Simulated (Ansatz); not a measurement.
Planning a run of Ansatz 0.2.0 on BaZnPF (P4/nmm). The input:

```yaml
crystal:
  lattice:
    - [4.2394668, 0.0, 0.0]
    - [0.0, 4.2394668, 0.0]
    - [0.0, 0.0, 9.6465786]
  atoms:
    - { symbol: Ba, position: [0.5, 0.0, 0.3327069562] }
    - { symbol: Ba, position: [0.0, 0.5, 0.6672930438] }
    - { symbol: Zn, position: [0.5, 0.5, 0.0] }
    - { symbol: Zn, position: [0.0, 0.0, 0.0] }
    - { symbol: P, position: [0.0, 0.5, 0.1460656277] }
    - { symbol: P, position: [0.5, 0.0, 0.8539343723] }
    - { symbol: F, position: [0.5, 0.5, 0.5] }
    - { symbol: F, position: [0.0, 0.0, 0.5] }
kpoints:
  mp_grid: { grid: [4, 4, 2] }
hamiltonian:
  xc: pbe
  pseudopotentials: { kind: paw, azcp: { folder: soft_1 } }
scf:
  occupations: { method: fixed }
gw:
  n_empty_bands: 614
  ecut_chi: 140
  qp_bands: [v2, c2]
  qp_kpoints: band_edges
  screening: { model: contour_deformation }
```

```sh
ansatz run input.yaml --threads 4 --pin off --max-ram 138240MiB --backend cuda --events-out ev --progress --plain --runs-dir out --devices 1 --max-vram 26GiB
```

Estimate wall time and host memory on 1 × NVIDIA H100 80GB HBM3 (shared by 3 runs) with 4 threads of AMD EPYC 7R13 (Zen 3), shared host.

It took 28 s; on shared hardware allow 14 s to 56 s. Peak host memory was 2.6 GiB. The sizes that set the cost: 3361 plane waves a state, 12 irreducible k points, 648 bands summed, 627 plane waves in the screening and 15 SCF cycles.

The screening grows as filled bands × empty bands × pairs of k points, times the square of the screening basis for the matrix.

[Paths, hosts, dates, memory and timing lines, banners, echoed tables and standing remarks are left out of the program output.]

[Logs are printed without paths, hosts, clocks, repeated set-up lines and the standing remarks that a program may print on its own settings, such as how far it seeks lower states.]

[Runs of the session that timed out or met a known fault of the program may be left out.]

[Cells called generated may have been cut or substituted from an entry of the Crystallography Open Database or the Materials Project.]

[Hosts, paths, dates, database ids (printed as entryN), source tags and the programs' standing remarks are cut or masked in the printed files.]
